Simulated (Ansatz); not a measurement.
# Cs2LiYCl6: which shell does photoemission see at 21.2 and 8047.8 eV? (LDA)

The valence band of Cs2LiYCl6 mixes several shells. Work out by hand which one leads the spectrum's area at each photon energy.

Filled states come from the projected DOS of Ansatz 0.2.0 (LDA, plane waves); cross sections σ and asymmetry parameters β are those of free atoms in a Dirac–Hartree–Slater calculation. A shell's area is states × σ × angular factor, which is 1 − β·P₂(cos θ)/2 for unpolarised light, with θ = 54.7° from the beam and P₂ = 0.001.

**At 21.2 eV** (states counted from 11.2 eV below the zero; other shells add 6.2 to the products' sum of 144):

```
shell  filled states a cell  cross section (Mb an electron)     β  angular factor  product  share by hand (%)  share in the simulated spectrum (%)
Cs 5s                  0.00                               0  0.00            1.00        0                  0                                    0
Cs 5p                 11.53                            4.07  1.86            1.00     46.9                 33                                   33
 Y 4p                  0.00                               0  0.00            1.00        0                  0                                    0
Cl 3s                  0.17                               0  0.00            1.00        0                  0                                    0
Cl 3p                 33.40                            2.72  1.77            1.00     90.8                 63                                   63
```

**At 8047.8 eV** (states counted from 22.1 eV below the zero; other shells add 7.1e-06 to the products' sum of 0.000968):

| shell | filled states a cell | cross section (Mb an electron) | β | angular factor | product | share by hand (%) | share in the simulated spectrum (%) |
| --- | --- | --- | --- | --- | --- | --- | --- |
| Cs 5s | 3.94 | 5.06e-05 | 1.99 | 1.00 | 0.000199 | 21 | 21 |
| Cs 5p | 11.55 | 2.8e-05 | 1.47 | 1.00 | 0.000323 | 33 | 33 |
| Y 4p | 5.82 | 2.87e-05 | 1.18 | 1.00 | 0.000167 | 17 | 17 |
| Cl 3s | 11.21 | 2.02e-05 | 2.00 | 1.00 | 0.000226 | 23 | 23 |
| Cl 3p | 33.51 | 1.36e-06 | 0.44 | 1.00 | 4.55e-05 | 5 | 5 |

Cl 3p leads at 21.2 eV and Cs 5p at 8047.8 eV. Between the two energies σ of Cl 3p changes by a factor 5.0e-7 and that of Cs 5p by 6.9e-6, so their ratio moves 14-fold in favour of the second. The simulated spectrum uses the same rule on the energy-resolved DOS, so the two share columns agree within a few points.

Only crystals where the two columns agree within 4 points and the lead is clear are worked in this form. Free-atom cross sections ignore the solid's final states, no escape depth or background enters, and the count of states a shell hangs on the projection.

[Logs are printed without paths, hosts, clocks, repeated set-up lines and the standing remarks that a program may print on its own settings, such as how far it seeks lower states.]
